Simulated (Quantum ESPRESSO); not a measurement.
# Magnetic state of LaSi2Ru3 from several starts, part 2 of 2

Wanted: the moments of LaSi2Ru3 and the energy of each order that was tried.

Quantum ESPRESSO 7.5; PBEsol; plane waves with GBRV 1.5 PBEsol potentials, no spin-orbit coupling.

So far: Set-up; Run 1 (ferro ++++++).

## (3) Run 2 (antiferro +++−−−)

pw.in reads:

```
&CONTROL
  calculation = 'scf'
  prefix = 'pwscf'
  outdir = './tmp'
  pseudo_dir = './pseudo'
  disk_io = 'nowf'
/
&SYSTEM
  ibrav = 0
  nat = 12
  ntyp = 4
  ecutwfc = 40
  ecutrho = 280
  nbnd = 84
  occupations = 'smearing'
  smearing = 'fd'
  degauss = 0.00734986
  nspin = 2
  starting_magnetization(1) = 0
  starting_magnetization(2) = 0
  starting_magnetization(3) = 0.0938
  starting_magnetization(4) = -0.0938
/
&ELECTRONS
  conv_thr = 2.4d-08
  electron_maxstep = 150
  mixing_beta = 0.3
/
ATOMIC_SPECIES
La    138.9055 la_pbesol_v1.uspp.F.UPF
Si     28.0850 si_pbesol_v1.uspp.F.UPF
Ru1   101.0700 ru_pbesol_v1.2.uspp.F.UPF
Ru2   101.0700 ru_pbesol_v1.2.uspp.F.UPF
CELL_PARAMETERS angstrom
   5.6760000000    0.0000000000    0.0000000000
  -2.8380000000    4.9155601919    0.0000000000
   0.0000000000    0.0000000000    7.1200000000
ATOMIC_POSITIONS crystal
La      0.0000000000    0.0000000000    0.0000000000
La      0.0000000000    0.0000000000    0.5000000000
Si      0.3333333333    0.6666666667    0.0000000000
Si      0.6666666667    0.3333333333    0.5000000000
Si      0.6666666667    0.3333333333    0.0000000000
Si      0.3333333333    0.6666666667    0.5000000000
Ru1     0.4800000000    0.9900000000    0.2500000000
Ru1     0.4900000000    0.4800000000    0.7500000000
Ru1     0.0100000000    0.4900000000    0.2500000000
Ru2     0.5200000000    0.0100000000    0.7500000000
Ru2     0.5100000000    0.5200000000    0.2500000000
Ru2     0.9900000000    0.5100000000    0.7500000000
K_POINTS automatic
6 6 6 0 0 0
```

Run with:

```sh
> OMP_NUM_THREADS=1 mpirun -n 8 pw.x -nk 8 -in pw.in > pw.out
```

Log:

```text
[banner, memory and clock lines left out]
Program PWSCF v.7.5 starts

     Message from routine setup:
     using ibrav=0 with symmetry is DISCOURAGED, use correct ibrav instead

     bravais-lattice index     =            0
     lattice parameter (alat)  =      10.7261  a.u.
     unit-cell volume          =    1340.5777 (a.u.)^3
     number of atoms/cell      =           12
     number of atomic types    =            4
     number of electrons       =       134.00
     number of Kohn-Sham states=           84
     kinetic-energy cutoff     =      40.0000  Ry
     charge density cutoff     =     280.0000  Ry
     scf convergence threshold =      2.4E-08
     mixing beta               =       0.3000
     number of iterations used =            8  plain     mixing
     Exchange-correlation= SLA  PW   PSX  PSC
                           (   1   4  10   8   0   0   0)

     celldm(1)=  10.726085  celldm(2)=   0.000000  celldm(3)=   0.000000
     celldm(4)=   0.000000  celldm(5)=   0.000000  celldm(6)=   0.000000

     crystal axes: (cart. coord. in units of alat)
               a(1) = (   1.000000   0.000000   0.000000 )
               a(2) = (  -0.500000   0.866025   0.000000 )
               a(3) = (   0.000000   0.000000   1.254405 )

     reciprocal axes: (cart. coord. in units 2 pi/alat)
               b(1) = (  1.000000  0.577350 -0.000000 )
               b(2) = (  0.000000  1.154701  0.000000 )
               b(3) = (  0.000000 -0.000000  0.797191 )

     PseudoPot. # 1 for La read from file:
     la_pbesol_v1.uspp.F.UPF
     Pseudo is Ultrasoft + core correction, Zval = 11.0

     PseudoPot. # 2 for Si read from file:
     si_pbesol_v1.uspp.F.UPF
     Pseudo is Ultrasoft + core correction, Zval =  4.0

     PseudoPot. # 3 for Ru read from file:
     ru_pbesol_v1.2.uspp.F.UPF
     Pseudo is Ultrasoft + core correction, Zval = 16.0

     PseudoPot. # 4 for Ru read from file:
     ru_pbesol_v1.2.uspp.F.UPF
     Pseudo is Ultrasoft + core correction, Zval = 16.0

     atomic species   valence    mass     pseudopotential
     La               11.00   138.90550     La( 1.00)
     Si                4.00    28.08500     Si( 1.00)
     Ru1              16.00   101.07000     Ru( 1.00)
     Ru2              16.00   101.07000     Ru( 1.00)

     Starting magnetic structure
     atomic species   magnetization
     La              0.000
     Si              0.000
     Ru1             0.094
     Ru2            -0.094

      2 Sym. Ops. (no inversion) found ( 1 have fractional translation)

   Cartesian axes

     site n.     atom                  positions (alat units)
         1        La     tau(   1) = (   0.0000000   0.0000000   0.0000000  )
         2        La     tau(   2) = (   0.0000000   0.0000000   0.6272023  )
         3        Si     tau(   3) = (  -0.0000000   0.5773503   0.0000000  )
         4        Si     tau(   4) = (   0.5000000   0.2886751   0.6272023  )
         5        Si     tau(   5) = (   0.5000000   0.2886751   0.0000000  )
         6        Si     tau(   6) = (  -0.0000000   0.5773503   0.6272023  )
         7        Ru1    tau(   7) = (  -0.0150000   0.8573651   0.3136011  )
         8        Ru1    tau(   8) = (   0.2500000   0.4156922   0.9408034  )
         9        Ru1    tau(   9) = (  -0.2350000   0.4243524   0.3136011  )
        10        Ru2    tau(  10) = (   0.5150000   0.0086603   0.9408034  )
        11        Ru2    tau(  11) = (   0.2500000   0.4503332   0.3136011  )
        12        Ru2    tau(  12) = (   0.7350000   0.4416730   0.9408034  )

     number of k points=    80  Fermi-Dirac smearing, width (Ry)=  0.0073
                       cart. coord. in units 2pi/alat
        k(    1) = (   0.0000000   0.0000000   0.0000000), wk =   0.0046296
        k(    2) = (   0.0000000   0.0000000   0.1328652), wk =   0.0092593
        k(    3) = (   0.0000000   0.0000000   0.2657303), wk =   0.0092593
        k(    4) = (   0.0000000   0.0000000  -0.3985955), wk =   0.0046296
        k(    5) = (   0.0000000   0.1924501   0.0000000), wk =   0.0092593
        [... 75 further k-points ...]

     Dense  grid:   106139 G-vectors     FFT dimensions: (  60,  60,  72)

     Smooth grid:    45871 G-vectors     FFT dimensions: (  45,  45,  60)

     Generating pointlists ...
     new r_m :   0.2382 (alat units)  2.5545 (a.u.) for type    1
     new r_m :   0.1735 (alat units)  1.8613 (a.u.) for type    2
     new r_m :   0.1735 (alat units)  1.8613 (a.u.) for type    3
     new r_m :   0.1735 (alat units)  1.8613 (a.u.) for type    4

     Initial potential from superposition of free atoms

     starting charge     127.9385, renormalised to     134.0000

     negative rho (up, down):  3.041E-01 3.041E-01
     Starting wfcs are  134 randomized atomic wfcs

     Self-consistent Calculation

     iteration #  1     ecut=    40.00 Ry     beta= 0.30
     Davidson diagonalization with overlap
     ethr =  1.00E-02,  avg # of iterations =  2.0

     negative rho (up, down):  2.864E-01 2.864E-01

     total energy              =   -1405.58402639 Ry
     estimated scf accuracy    <      12.58058504 Ry

     total magnetization       =    -0.00 Bohr mag/cell
     absolute magnetization    =     3.38 Bohr mag/cell

     iteration #  2     ecut=    40.00 Ry     beta= 0.30
     Davidson diagonalization with overlap
     ethr =  9.39E-03,  avg # of iterations =  4.4

     negative rho (up, down):  2.852E-01 2.853E-01

     total energy              =   -1408.41190089 Ry
     estimated scf accuracy    <       2.97946202 Ry

     total magnetization       =    -0.00 Bohr mag/cell
     absolute magnetization    =     2.12 Bohr mag/cell

     [... further iterations left out ...]

     iteration # 24     ecut=    40.00 Ry     beta= 0.30
     Davidson diagonalization with overlap
     ethr =  2.03E-10,  avg # of iterations =  2.0

     negative rho (up, down):  2.776E-01 2.776E-01

     total energy              =   -1408.66493576 Ry
     estimated scf accuracy    <       0.00000008 Ry

     total magnetization       =    -0.00 Bohr mag/cell
     absolute magnetization    =     0.01 Bohr mag/cell

     iteration # 25     ecut=    40.00 Ry     beta= 0.30
     Davidson diagonalization with overlap
     ethr =  5.64E-11,  avg # of iterations =  4.6

     negative rho (up, down):  2.776E-01 2.776E-01

     Magnetic moment per site  (integrated on atomic sphere of radius R)
     atom   1 (R=0.238)  charge=  8.6470  magn=  0.0000
     atom   2 (R=0.238)  charge=  8.6470  magn=  0.0000
     atom   3 (R=0.174)  charge=  1.9948  magn= -0.0000
     atom   4 (R=0.174)  charge=  1.9948  magn= -0.0000
     atom   5 (R=0.174)  charge=  1.9948  magn= -0.0000
     atom   6 (R=0.174)  charge=  1.9948  magn= -0.0000
     atom   7 (R=0.174)  charge= 13.1531  magn=  0.0001
     atom   8 (R=0.174)  charge= 13.1530  magn= -0.0005
     atom   9 (R=0.174)  charge= 13.1531  magn=  0.0001
     atom  10 (R=0.174)  charge= 13.1531  magn= -0.0002
     atom  11 (R=0.174)  charge= 13.1530  magn=  0.0005
     atom  12 (R=0.174)  charge= 13.1530  magn= -0.0002

     End of self-consistent calculation

     Number of k-points >= 100: set verbosity='high' to print the bands.

     the Fermi energy is    16.3395 ev

!    total energy              =   -1408.66493586 Ry
     estimated scf accuracy    <       0.00000002 Ry
     smearing contrib. (-TS)   =      -0.02382901 Ry
     internal energy E=F+TS    =   -1408.64110685 Ry

     The total energy is F=E-TS. E is the sum of the following terms:
     one-electron contribution =    -447.82746038 Ry
     hartree contribution      =     299.50742904 Ry
     xc contribution           =    -270.52424761 Ry
     ewald contribution        =    -989.79682790 Ry

     total magnetization       =    -0.00 Bohr mag/cell
     absolute magnetization    =     0.00 Bohr mag/cell

     convergence has been achieved in  25 iterations
```

The job ended after 13 min (8 MPI ranks of Arm Neoverse V1, shared host; peak memory 3.3 GiB).

Spin moment in the atom's sphere by atom:

```csv
atom,spin moment in the atom's sphere (μB)
La1,0.0000
La2,0.0000
Si3,0.0000
Si4,0.0000
Si5,0.0000
Si6,0.0000
Ru7,0.0001
Ru8,-0.0005
Ru9,0.0001
Ru10,-0.0002
Ru11,0.0005
Ru12,-0.0002
```

Read from the output:

```
smearing term TS       : 0.3242 eV
magnetization          : 0 μB
absolute magnetization : 0 μB
final state            : non-magnetic
```

## (4) Run 3, typed as antiferro ++−+−−

pw.in: that of step 3 with these lines changed.

```diff
@@ -46,4 +46,4 @@
 Ru1     0.4900000000    0.4800000000    0.7500000000
-Ru1     0.0100000000    0.4900000000    0.2500000000
-Ru2     0.5200000000    0.0100000000    0.7500000000
+Ru2     0.0100000000    0.4900000000    0.2500000000
+Ru1     0.5200000000    0.0100000000    0.7500000000
 Ru2     0.5100000000    0.5200000000    0.2500000000
```

Log:

```text
     [... lines left out ...]
Program PWSCF v.7.5 starts
     [... lines left out ...]
     number of atoms/cell      =           12
     [... lines left out ...]
     number of electrons       =       134.00
     number of Kohn-Sham states=           84
     kinetic-energy cutoff     =      40.0000  Ry
     charge density cutoff     =     280.0000  Ry
     scf convergence threshold =      2.4E-08
     [... lines left out ...]
      2 Sym. Ops. (no inversion) found ( 1 have fractional translation)
     [... lines left out ...]
     number of k points=    80  Fermi-Dirac smearing, width (Ry)=  0.0073
     [... lines left out ...]
     iteration # 25     ecut=    40.00 Ry     beta= 0.30
     [... lines left out ...]
     Magnetic moment per site  (integrated on atomic sphere of radius R)
     atom   1 (R=0.238)  charge=  8.6471  magn=  0.0000
     atom   2 (R=0.238)  charge=  8.6471  magn=  0.0000
     atom   3 (R=0.174)  charge=  1.9948  magn=  0.0000
     atom   4 (R=0.174)  charge=  1.9948  magn=  0.0000
     atom   5 (R=0.174)  charge=  1.9948  magn=  0.0000
     atom   6 (R=0.174)  charge=  1.9948  magn=  0.0000
     atom   7 (R=0.174)  charge= 13.1530  magn= -0.0006
     atom   8 (R=0.174)  charge= 13.1530  magn=  0.0003
     atom   9 (R=0.174)  charge= 13.1530  magn= -0.0003
     atom  10 (R=0.174)  charge= 13.1531  magn=  0.0002
     atom  11 (R=0.174)  charge= 13.1530  magn= -0.0003
     atom  12 (R=0.174)  charge= 13.1531  magn=  0.0006
     [... lines left out ...]
     the Fermi energy is    16.3395 ev
!    total energy              =   -1408.66493586 Ry
     estimated scf accuracy    <       0.00000002 Ry
     smearing contrib. (-TS)   =      -0.02382925 Ry
     [... lines left out ...]
     total magnetization       =    -0.00 Bohr mag/cell
     absolute magnetization    =     0.00 Bohr mag/cell
     convergence has been achieved in  25 iterations
```

The job ended after 13 min (8 MPI ranks; peak memory 3.3 GiB).

Spin moment in the atom's sphere by atom:

```
atom  spin moment in the atom's sphere (μB)
 La1                                 0.0000
 La2                                 0.0000
 Si3                                 0.0000
 Si4                                 0.0000
 Si5                                 0.0000
 Si6                                 0.0000
 Ru7                                -0.0006
 Ru8                                 0.0003
 Ru9                                -0.0003
Ru10                                 0.0002
Ru11                                -0.0003
Ru12                                 0.0006
```

This step gave:

```yaml
smearing_term_ts: 0.3242 eV
magnetization: 0 μB
absolute_magnetization: 0 μB
final_state: non-magnetic
```

## (5) Ranking

An order is kept where moments of 0.15 μB or more survive with the typed signs; meshes match where a doubled cell samples the same k points as the first cell.

Orders:

```csv
start,final state,typed order kept,energy over the lowest (meV a seeded atom),largest site moment (μB),net moment (μB a cell of the first run),mesh matched,CPU time (s)
ferro ++++++,non-magnetic,no,0,0,0,yes,2066
antiferro +++---,non-magnetic,no,0,5.44e-4,0,yes,6097
antiferro ++-+--,non-magnetic,no,0,6.31e-4,0,yes,6136
```

## (6) Outcome

- lowest state found: non-magnetic (from ferro ++++++, antiferro +++--- and antiferro ++-+--)
- largest site moment: 0 μB

The lowest state carries no moment, and no start kept one. Only these 3 starts were compared; other wavevectors, canted and longer-period orders were not. Energies are free energies at an electronic temperature of 1160 K, which lowers moments and differences where the moments are itinerant.

[Logs and program files are shortened in this print: banners, set-up blocks, solver, clock and traceback lines can be left out without a mark of their own.]

[Logs are printed without paths, hosts, clocks, repeated set-up lines and the standing remarks that a program may print on its own settings, such as how far it seeks lower states.]

[Hosts, paths, dates, database ids (printed as entryN), source tags and the programs' standing remarks are cut or masked in the printed files.]

[Where a cell is said to come from a database of computed structures, the database is the Materials Project.]
